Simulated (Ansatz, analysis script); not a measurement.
# Calculated records

Fe2B: how near to magnetism. Symmetry: I4/mcm, No. 140, tetragonal system. The conventional cell has a = 5.099 Å, b = 5.099 Å, c = 4.240 Å, α = 90.00°, β = 90.00°, γ = 90.00°. Nearest to Fe lie 4 B at 2.18 Å and 3 Fe at 2.41 to 2.43 Å. Nearest to B lie 2 B at 2.12 Å and 8 Fe at 2.18 Å. Farther neighbours are not listed. The calculation used PBEsol, PAW set soft_1 (files made for PBE); collinear runs at fixed total moment and in a field on the spins (and 4 further levels or steps) in Ansatz 0.2.0 and analysis script 1, with cutoff 420 eV, 12×12×12 k-mesh, Fermi-Dirac occupations, smearing width 0.05 eV in one of its runs. The state of the free run is ferromagnetic and the net moment of the free run is 7.41 μB. The energy of the free run from the state without spin is -819 meV a cell, the lowest of the fixed moments tried is M = 7.49 μB, -819 meV and the dM/dB between 0 and 300 T is 0.486 μB a cell per 1000 T. At this level the system is magnetic: the free run keeps 1.89 μB on the largest site. No other order was typed. Among the fixed moments, E(M) falls 819 meV below the state without spin and is lowest near 7.49 μB on this grid. The database entry behind the starting cell differs from later determinations by our own check (0.1 to 0.3 % short, probably kX units). I·N/2 = 1.9 is over 1, so the state without spin is unstable to a uniform moment. In doubt: the program's search for lower states was switched off, so a lower magnetic state than those reached may exist.

```
Fe B
1.0
    -2.54950    2.54950    2.12000
     2.54950   -2.54950    2.12000
     2.54950    2.54950   -2.12000
Fe B
4 2
Direct
  0.16700 0.66700 0.83400
  0.33300 0.16700 0.50000
  0.83300 0.33300 0.16600
  0.66700 0.83300 0.50000
  0.75000 0.75000 0.00000
  0.25000 0.25000 0.00000
```

[Logs and program files are shortened in this print: banners, set-up blocks, solver, clock and traceback lines can be left out without a mark of their own.]

[Logs are printed without paths, hosts, clocks, repeated set-up lines and the standing remarks that a program may print on its own settings, such as how far it seeks lower states.]

[Hosts, paths, dates, database ids (printed as entryN), source tags and the programs' standing remarks are cut or masked in the printed files.]
